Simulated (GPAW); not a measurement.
# Ballistic transport through an In chain with a Cu atom bridging one bond, from relaxation to T(E), part 2 of 2

How well does an In chain with a Cu atom bridging one bond conduct once its atoms have relaxed, and how much do cheaper levels lose?

GPAW 26.7.0; GPAW LCAO, PAW setups; relaxation of the junction within the symmetry of its start, lead ends held (the session's first sound run).

So far, transmission at the Fermi level (one spin): step 3 (double-zeta polarised basis) 2.16; step 4 (basis szp(dzp)) 2.17. Also open channels of the lead at the Fermi level (one spin): step 4 3.

### Step 5. GPAW, sz: basis = "sz(dzp)"

Level of this step: GPAW LCAO, PAW setups; Landauer transmission from Green's functions with principal layers (ASE), zero bias (GPAW).

The minimal basis is the cheapest rung: no second zeta and no polarisation.

Contents of run.py:

```python
import json
import numpy as np
from ase import Atoms
from ase.transport.calculators import TransportCalculator
from gpaw import GPAW, FermiDirac
from gpaw.lcao.tools import get_lcao_hamiltonian
from scipy.linalg import eigh

# The junction with lead layers at both ends, along the third cell vector
device = Atoms(
    ['In', 'In', 'In', 'In', 'In', 'In', 'Cu', 'In', 'In', 'In', 'In', 'In', 'In'],
    positions=[
        [4.50000, 4.50000, 1.47500],
        [4.50000, 4.50000, 4.42500],
        [4.50000, 4.50000, 7.37500],
        [4.50000, 4.50000, 10.32500],
        [4.50000, 4.50000, 13.27500],
        [4.46702, 4.50000, 16.31698],
        [6.60970, 4.50000, 17.80000],
        [4.46702, 4.50000, 19.28302],
        [4.50000, 4.50000, 22.32500],
        [4.50000, 4.50000, 25.27500],
        [4.50000, 4.50000, 28.22500],
        [4.50000, 4.50000, 31.17500],
        [4.50000, 4.50000, 34.12500]],
    cell=[[9.0, 0.0, 0.0], [0.0, 9.0, 0.0], [0.0, 0.0, 35.6]],
    pbc=True)

# One principal layer of the lead: the first 3 atoms of the device
lead = Atoms(
    ['In', 'In', 'In'],
    positions=[
        [4.50000, 4.50000, 1.47500],
        [4.50000, 4.50000, 4.42500],
        [4.50000, 4.50000, 7.37500]],
    cell=[[9.0, 0.0, 0.0], [0.0, 9.0, 0.0], [0.0, 0.0, 8.85]],
    pbc=True)

settings = dict(mode='lcao', basis='sz(dzp)', xc='PBE', h=0.2,
                occupations=FermiDirac(0.1), maxiter=250,
                mixer=dict(beta=0.1, nmaxold=8, weight=100.0),
                convergence=dict(density=0.0001))
energies = np.arange(-2, 2 + 1e-9, 0.025)
eta = 0.0001
n1, n2 = 1, 1
# k and -k transmit alike, so half of the mesh across the current serves
mesh = [(i, j) for i in range(n1) for j in range(n2) if (i, j) <= (-i % n1, -j % n2)]
weights = np.array([1 if (i, j) == (-i % n1, -j % n2) else 2 for i, j in mesh]) / (n1 * n2)


def ground_state(atoms, size, txt):
    atoms.calc = GPAW(kpts={'size': size, 'gamma': True}, symmetry={'tolerance': 1e-3}, txt=txt, **settings)
    atoms.get_potential_energy()
    return atoms.calc.get_fermi_level()


def blocks(atoms, fermi, points, nz, cells):
    """H - E_F S and S between cell 0 and the cells above it, at each point across the current."""
    kz = np.arange(nz) / nz
    calc = atoms.calc.fixed_density(kpts=[(*k, z) for k in points for z in kz], symmetry='off', txt=None)
    H, S = get_lcao_hamiltonian(calc)
    H = (H - fermi * S).reshape(len(H), len(points), nz, *S.shape[1:])
    S = S.reshape(H.shape[1:])
    phases = [np.exp(-2j * np.pi * kz * R) / nz for R in cells]
    return [(np.einsum('skzij,z->ksij', H, p), np.einsum('kzij,z->kij', S, p)) for p in phases]


def pair(a, b):
    return np.block([[a, b], [b.T.conj(), a]])


def count_channels(h, s, cells, nk=240):
    """Half the number of times that the lead's bands cross each energy, unfolded to its shortest repeat."""
    b = len(h) // cells
    bands = []
    for k in (np.arange(nk + 1) + 0.5) / nk:
        hk, sk = h[:b, :b].copy(), s[:b, :b].copy()
        for R in range(1, cells):
            phase, block = np.exp(2j * np.pi * k * R), slice(R * b, (R + 1) * b)
            hk += h[:b, block] * phase + (h[:b, block] * phase).T.conj()
            sk += s[:b, block] * phase + (s[:b, block] * phase).T.conj()
        w, u = eigh(sk)
        x = u[:, w > 1e-5] / w[w > 1e-5]**0.5  # drop near-dependent combinations
        bands.append(np.r_[eigh(x.T.conj() @ hk @ x, eigvals_only=True), [1e9] * (w <= 1e-5).sum()])
    below = np.array(bands)[:, :, None] < energies
    return (below[1:] != below[:-1]).sum((0, 1)) / 2


fermi_lead = ground_state(lead, (1, 1, 13), 'lead.txt')
fermi_device = ground_state(device, (1, 1, 2), 'device.txt')
T, channels, eigen, tail, misfit, shifts = [], [], [], 0.0, 0.0, []
for first in range(0, len(mesh), 657):
    points = [(i / n1, j / n2) for i, j in mesh[first:first + 657]]
    (H0k, S0k), (H1k, S1k), (H2k, _) = blocks(lead, fermi_lead, points, 5, range(3))
    [(Hk, Sk)] = blocks(device, fermi_device, points, 2, [0])
    tail = max(tail, abs(H2k).max())
    for H0, S0, H1, S1, H, S in zip(H0k, S0k, H1k, S1k, Hk, Sk):
        n = len(S0)
        # Shift the lead onto the potential of the device's first layer
        shift = ((H[:, 0, 0] - H0[:, 0, 0]) / S0[0, 0]).real.mean()
        shifts.append(shift)
        misfit = max(misfit, abs(H[:, :n, :n] - H0 - shift * S0).max())
        Tk, Ck, Ek = [], [], []
        for s in range(len(H)):
            t = s % len(H0)  # a lead without moments serves both spins
            h1, s1 = pair(H0[t] + shift * S0, H1[t] + shift * S1), pair(S0, S1)
            leads = dict(h1=h1, s1=s1, energies=energies, eta=eta, eta1=eta, eta2=eta)
            calc = TransportCalculator(h=H[s], s=S, eigenchannels=3, **leads)
            Tk.append(calc.get_transmission())
            Ek.append(np.sort(calc.eigenchannels_ne, axis=0)[::-1])
            Ck.append(count_channels(h1, s1, 6))
        T.append(Tk)
        channels.append(Ck)
        eigen.append(Ek)
T, channels = np.array(T), np.array(channels)
mean, open_channels = np.einsum('kse,k->se', T, weights), np.einsum('kse,k->se', channels, weights)

print(f'basis functions: device {len(S)}, principal layer {n}')
print(f'Fermi level: lead {fermi_lead:.4f} eV, device {fermi_device:.4f} eV; lead shifted by {np.mean(shifts):.4f} eV')
print(f'largest coupling past the next layer {tail:.2e} eV, largest misfit of the first layer {misfit:.3f} eV')
print('  E-E_F (eV)   ' + 'T (one spin)  channels')
for e, t, c in zip(energies, mean.T, open_channels.T):
    print(f'{e:10.3f}  ', *[f'{x:11.4e}' for x in t], *[f'{x:9.4f}' for x in c])

kT = 8.617333e-5 * 300
fine = np.linspace(energies[0], energies[-1], 4001)
both = np.exp(np.interp(fine, energies, np.log(np.maximum(mean.sum(0) * 2 / len(mean), 1e-30))))
fermi = lambda mu: 1 / (1 + np.exp(np.clip((fine - mu) / kT, -200, 200)))
slope = fermi(0) * (1 - fermi(0)) / kT
G = np.trapezoid(both * slope, fine) / 2
seebeck = -np.trapezoid(both * slope * fine, fine) / (2 * G * 300) * 1e6
print(f'conductance at 300 K: {G:.5g} G0 a cell; thermopower {seebeck:.4g} uV/K')
bias = [0.1, 0.2, 0.5, 1.0, 1.5, 2.0]
current = [38.74 * np.trapezoid(both * (fermi(V / 2) - fermi(-V / 2)), fine) for V in bias]
for V, I in zip(bias, current):
    print(f'current from the zero-bias T(E) at {V} V: {I:.5g} uA')
zero = abs(energies).argmin()
json.dump(dict(energies=energies.tolist(), T=mean.tolist(), channels=open_channels.tolist(), G=G, seebeck=seebeck,
               bias=bias, current=current, tail=tail, misfit=misfit, shift=np.mean(shifts), n_device=len(S), n_lead=n,
               fermi=[fermi_lead, fermi_device], energy=device.get_potential_energy(),
               moments=device.get_magnetic_moments().tolist(), mesh=mesh, weights=weights.tolist(),
               T_k=T[:, :, zero].tolist(), eigen=np.array(eigen[0]).tolist()), open('result.json', 'w'))
```

Started as:

```bash
$ OMP_NUM_THREADS=1 OPENBLAS_NUM_THREADS=1 python run.py
```

The log of the run:

```text
basis functions: device 114, principal layer 27
Fermi level: lead -2.2681 eV, device -2.2190 eV; lead shifted by -0.0310 eV
largest coupling past the next layer 1.93e-06 eV, largest misfit of the first layer 0.040 eV
  E-E_F (eV)   T (one spin)  channels
    -2.000    1.9427e-01    1.0000
    -1.975    1.7762e-01    1.0000
    -1.950    1.5897e-01    1.0000
[...]
1.975    2.6189e+00    3.0000
     2.000    2.6247e+00    3.0000
conductance at 300 K: 2.149 G0 a cell; thermopower -1.556 uV/K
current from the zero-bias T(E) at 0.1 V: 16.636 uA
current from the zero-bias T(E) at 0.2 V: 33.126 uA
current from the zero-bias T(E) at 0.5 V: 76.825 uA
current from the zero-bias T(E) at 1.0 V: 140.5 uA
current from the zero-bias T(E) at 1.5 V: 204.03 uA
current from the zero-bias T(E) at 2.0 V: 264.74 uA
```

Run time: 45 s. Hardware: 1 thread of Intel Xeon Platinum 8375C at 2.90GHz (Ice Lake), shared host; peak memory 1.1 GiB.

Numbers from this step:

| Quantity | Value |
| --- | --- |
| conductance | 2.149 G₀ |
| largest coupling past the next principal layer | 1.93e-6 eV |
| largest misfit of the first principal layer | 0.04015 eV |
| shift that aligns the lead | -0.03098 eV |
| basis functions of the junction | 114 |
| basis functions of a principal layer | 27 |
| transmission at the Fermi level (one spin) | 2.151 |

One spin. Table of transmission, zone mean by energy, zero at the Fermi level:

```tsv
energy (eV)	transmission, zone mean
-2.000	0.194
-1.800	2.5e-4
-1.600	3.5e-8
-1.400	4.9e-8
-1.200	0.0170
-1.000	0.538
-0.800	0.862
-0.600	0.949
-0.400	0.977
-0.200	1.13
0.000	2.15
0.200	2.24
0.400	2.31
0.600	2.34
0.800	2.36
1.000	2.42
1.200	2.48
1.400	2.51
1.600	2.53
1.800	2.57
2.000	2.62
```

The conductance equals that of the dzp run to 0.2 %.

### Step 6. RPBE in the dzp basis: xc = "RPBE"

Back in the dzp basis, the functional changes from PBE to RPBE, to set the spread between functionals beside that between bases.

Changes to run.py since step 5:

```diff
@@ -38,3 +38,3 @@
 
-settings = dict(mode='lcao', basis='sz(dzp)', xc='PBE', h=0.2,
+settings = dict(mode='lcao', basis='dzp', xc='RPBE', h=0.2,
                 occupations=FermiDirac(0.1), maxiter=250,
```

The log of the run:

```text
basis functions: device 291, principal layer 69
Fermi level: lead -2.0811 eV, device -2.0340 eV; lead shifted by -0.0243 eV
largest coupling past the next layer 1.88e-06 eV, largest misfit of the first layer 0.029 eV
  E-E_F (eV)   T (one spin)  [channel counts left out]
    -2.000    8.7875e-02
    -1.975    3.9917e-02
    -1.950    6.8567e-07
[...]
1.975    1.9444e+00
     2.000    1.9587e+00
conductance at 300 K: 2.1452 G0 a cell; thermopower -2.87 uV/K
current from the zero-bias T(E) at 0.1 V: 16.591 uA
current from the zero-bias T(E) at 0.2 V: 32.931 uA
current from the zero-bias T(E) at 0.5 V: 75.564 uA
current from the zero-bias T(E) at 1.0 V: 139.25 uA
current from the zero-bias T(E) at 1.5 V: 203.28 uA
current from the zero-bias T(E) at 2.0 V: 263.8 uA
```

It took 74 s on 1 thread; peak memory 1.2 GiB.

Numbers from this step:

| Property | Result |
| --- | --- |
| conductance | 2.145 G₀ |
| largest coupling past the next principal layer | 1.88e-6 eV |
| largest misfit of the first principal layer | 0.02919 eV |
| shift that aligns the lead | -0.02433 eV |
| basis functions of the junction | 291 |
| basis functions of a principal layer | 69 |
| transmission at the Fermi level (one spin) | 2.152 |

One spin. Table of transmission, zone mean by energy, zero at the Fermi level:

```tsv
energy (eV)	transmission, zone mean
-2.000	0.0879
-1.900	2.7e-7
-1.800	1.3e-7
-1.700	1.8e-8
-1.600	1.6e-8
-1.500	5.4e-8
-1.400	2.0e-6
-1.300	0.00847
-1.200	0.0100
-1.100	0.0694
-1.000	0.390
-0.900	0.669
-0.800	0.816
-0.700	0.889
-0.600	0.927
-0.500	0.950
-0.400	0.964
-0.300	0.973
-0.200	0.982
-0.100	2.05
0.000	2.15
0.100	2.20
0.200	2.26
0.300	2.31
0.400	2.35
0.500	2.38
0.600	2.39
0.700	2.40
0.800	2.42
0.900	2.46
1.000	2.50
1.100	2.53
1.200	2.56
1.300	2.57
1.325	2.57
1.400	2.57
1.500	2.55
1.600	2.51
1.700	2.43
1.800	2.27
1.900	2.03
2.000	1.96
```

The conductance, 2.15 G₀, lies 0.4 % below that of the dzp run.

### Step 7. Without the relaxation: geometry = "as built"

The dzp basis with PBE on the structure as first built shows what the relaxation was worth.

Changes to run.py since step 6:

```diff
@@ -17,5 +17,5 @@
         [4.50000, 4.50000, 13.27500],
-        [4.46702, 4.50000, 16.31698],
-        [6.60970, 4.50000, 17.80000],
-        [4.46702, 4.50000, 19.28302],
+        [4.50000, 4.50000, 16.22500],
+        [6.58648, 4.50000, 17.80000],
+        [4.50000, 4.50000, 19.37500],
         [4.50000, 4.50000, 22.32500],
@@ -38,3 +38,3 @@
 
-settings = dict(mode='lcao', basis='dzp', xc='RPBE', h=0.2,
+settings = dict(mode='lcao', basis='dzp', xc='PBE', h=0.2,
                 occupations=FermiDirac(0.1), maxiter=250,
```

The log of the run:

```text
basis functions: device 291, principal layer 69
Fermi level: lead -2.2014 eV, device -2.1645 eV; lead shifted by -0.0211 eV
largest coupling past the next layer 1.88e-06 eV, largest misfit of the first layer 0.024 eV
  E-E_F (eV)   T (one spin)  channels
    -2.000    1.6124e-02    1.0000
    -1.975    2.2088e-07    0.0000
    -1.950    1.0481e-07    0.0000
[...]
1.975    2.5211e+00    3.0000
     2.000    2.4788e+00    3.0000
conductance at 300 K: 2.2258 G0 a cell; thermopower -3.215 uV/K
current from the zero-bias T(E) at 0.1 V: 17.204 uA
current from the zero-bias T(E) at 0.2 V: 34.087 uA
current from the zero-bias T(E) at 0.5 V: 77.711 uA
current from the zero-bias T(E) at 1.0 V: 142.84 uA
current from the zero-bias T(E) at 1.5 V: 207.36 uA
current from the zero-bias T(E) at 2.0 V: 264.47 uA
```

Wall time 78 s (1 thread); peak memory 1.2 GiB.

Numbers from this step:

* conductance: 2.226 G₀
* largest misfit of the first principal layer: 0.02382 eV
* shift that aligns the lead: -0.02112 eV
* transmission at the Fermi level (one spin): 2.237

The conductance, 2.23 G₀, lies 3.4 % above that of the dzp run.

### Step 8. The ladder

Times are for 1 thread of Intel Xeon Platinum 8375C at 2.90GHz (Ice Lake), shared host. Results by setting:

```tsv
no.	run	conductance (G₀)	time	memory (GiB)
1	dzp	2.153	81 s	1.2
2	szp	2.164	81 s	1.2
3	sz	2.149	45 s	1.1
4	dzp RPBE	2.145	74 s	1.2
5	asbuilt	2.226	78 s	1.2
```

### Step 9. Comparison

The curves are compared point by point over the common energies.

This step: comparison of transmission and cost over codes, levels and geometry (GPAW 26.7.0).

Ladder, by row:

```tsv
step	code	T at the Fermi level (sum over the listed spins)	conductance (G0)	r.m.s. T(E) from the first	wall time (s)	peak memory (GiB)	threads
dzp	GPAW	2.16	2.153	0	81.1	1.23	1
szp	GPAW	2.171	2.164	0.1493	80.53	1.2	1
sz	GPAW	2.151	2.149	0.13	44.63	1.1	1
dzp-RPBE	GPAW	2.152	2.145	0.03039	73.67	1.23	1
asbuilt	GPAW	2.237	2.226	0.2058	78.49	1.23	1
```

The transmission, zone mean, sum over the listed spins by energy, zero at the Fermi level:

```tsv
energy (eV)	dzp	szp	sz	dzp-RPBE	asbuilt
-2.0000	0.0187	1.4e-8	0.194	0.0879	0.0161
-1.7500	2.1e-8	5.0e-9	2.9e-7	3.3e-8	2.5e-8
-1.5000	4.3e-8	2.1e-8	1.8e-7	5.4e-8	5.2e-8
-1.2500	0.0236	0.00317	1.3e-4	0.0345	0.0828
-1.0000	0.380	0.290	0.538	0.390	0.00385
-0.7500	0.854	0.831	0.895	0.859	0.594
-0.5000	0.949	0.949	0.967	0.950	0.885
-0.2500	0.977	0.980	0.987	0.977	0.956
0.0000	2.16	2.17	2.15	2.15	2.24
0.2500	2.29	2.30	2.26	2.29	2.37
0.5000	2.37	2.38	2.33	2.38	2.50
0.7500	2.41	2.42	2.35	2.41	2.63
1.0000	2.49	2.51	2.42	2.50	2.73
1.2500	2.56	2.59	2.49	2.56	2.77
1.3250	2.57	2.61	2.50	2.57	2.77
1.3750	2.57	2.62	2.51	2.57	2.78
1.5000	2.56	2.64	2.52	2.55	2.77
1.7500	2.44	2.70	2.56	2.36	2.73
2.0000	1.96	2.73	2.62	1.96	2.48
```

### Step 10. Density threshold 0.01

The Hamiltonian is taken from the last density. The density threshold is one of the tests that end the cycle; the energy must settle too, so a loose value may not be the test that decides.

This step: GPAW LCAO, PAW setups; Landauer transmission from Green's functions with principal layers (ASE), zero bias (GPAW 26.7.0).

Changes to run.py since step 7:

```diff
@@ -17,5 +17,5 @@
         [4.50000, 4.50000, 13.27500],
-        [4.50000, 4.50000, 16.22500],
-        [6.58648, 4.50000, 17.80000],
-        [4.50000, 4.50000, 19.37500],
+        [4.46702, 4.50000, 16.31698],
+        [6.60970, 4.50000, 17.80000],
+        [4.46702, 4.50000, 19.28302],
         [4.50000, 4.50000, 22.32500],
@@ -41,3 +41,3 @@
                 mixer=dict(beta=0.1, nmaxold=8, weight=100.0),
-                convergence=dict(density=0.0001))
+                convergence=dict(density=0.01))
 energies = np.arange(-2, 2 + 1e-9, 0.025)
```

The log of the run:

```text
basis functions: device 291, principal layer 69
Fermi level: lead -2.1996 eV, device -2.1542 eV; lead shifted by -0.0372 eV
largest coupling past the next layer 1.88e-06 eV, largest misfit of the first layer 0.041 eV
  E-E_F (eV)   T (one spin)  channels
    -2.000    9.2503e-07    0.0000
    -1.975    9.2132e-08    0.0000
    -1.950    5.1780e-08    0.0000
    -1.925    5.0579e-08    0.0000
    -1.900    7.4027e-08    0.0000
    -1.875    1.8236e-07    0.0000
    -1.850    2.1107e-06    0.0000
    -1.825    9.4282e-07    0.0000
    -1.800    7.0236e-06    0.0000
    -1.775    3.5667e-08    0.0000
    -1.750    2.2527e-08    0.0000
    -1.725    1.6059e-08    0.0000
    -1.700    1.2803e-08    0.0000
    -1.675    1.1178e-08    0.0000
    -1.650    1.0548e-08    0.0000
    -1.625    1.0684e-08    0.0000
[...]
1.825    2.3511e+00    3.0000
     1.850    2.3056e+00    3.0000
     1.875    2.2513e+00    3.0000
     1.900    2.1916e+00    3.0000
     1.925    2.1294e+00    3.0000
     1.950    2.0688e+00    3.0000
     1.975    2.0158e+00    3.0000
     2.000    1.9765e+00    3.0000
conductance at 300 K: 2.1249 G0 a cell; thermopower -2.94 uV/K
current from the zero-bias T(E) at 0.1 V: 16.42 uA
current from the zero-bias T(E) at 0.2 V: 32.499 uA
current from the zero-bias T(E) at 0.5 V: 74.197 uA
current from the zero-bias T(E) at 1.0 V: 138.03 uA
current from the zero-bias T(E) at 1.5 V: 201.81 uA
current from the zero-bias T(E) at 2.0 V: 261.27 uA
```

Run time: 60 s. Hardware: 1 thread; peak memory 1.2 GiB.

The run finished with changed settings (conv = 0.01); it serves as a test.

The two runs compared:

```tsv
quantity	this run	sound run	difference
conductance (G₀)	2.1249	2.1531	-0.0282
largest coupling past the next principal layer (eV)	1.883e-6	1.883e-6	-8.4e-11
largest misfit of the first principal layer (eV)	0.040674	0.029104	0.0116
shift that aligns the lead (eV)	-0.037243	-0.022850	-0.0144
transmission at the Fermi level (one spin)	2.1354	2.1603	-0.0249
```

### Step 11. Results

- conductance: 2.15 G₀
- transmission at the Fermi level, mean of the spins: 2.16
- open channels of the lead there: 3

What this shows: In the dzp basis the junction conducts 2.15 G₀ at 300 K, with T = 2.16 a spin at the Fermi level; the sz basis reaches that conductance within 10 %. Relaxation moved atoms by up to 0.098 Å and took the conductance from 2.23 to 2.15 G₀, as a ratio a larger change than the step from dzp to the minimal basis. The scatterer reflects about 28 % of the incoming channels at the Fermi level. At the Fermi level the three most open eigenchannels pass 0.99, 0.91 and 0.27. Measured against the first run (dzp), the nearest curve is that of dzp-RPBE (r.m.s. 0.030) and the farthest that of asbuilt (0.21). Over the compared runs wall time goes from 45 s (sz) to 81 s (dzp), on a shared host. The leads kept an estimated spacing and the cell its length, so the junction may be under some tension or compression. The geometry comes from the orbital basis, which tends to overbind, and kept the symmetry of the start, so a structure of lower symmetry may lie lower. The run had no spin polarisation, so a magnetic state, which chains and small molecules with open shells often have, wasn't tested. Spin-orbit coupling is left out, which matters for the heavy atoms here. An evenly spaced straight chain is an idealisation: free chains tend to dimerise, zigzag or, where a band edge lies near the Fermi level, turn magnetic. The currents use the zero-bias T(E) throughout, which holds only while the bias is small against the distance to the nearest feature. The thermopower isn't quoted: it samples T(E) farther from the Fermi level than the conductance does, and the energy grid wasn't tested for it.

[Logs are printed without paths, hosts, clocks, repeated set-up lines and the standing remarks that a program may print on its own settings, such as how far it seeks lower states.]

[Hosts, paths, dates, database ids (printed as entryN), source tags and the programs' standing remarks are cut or masked in the printed files.]
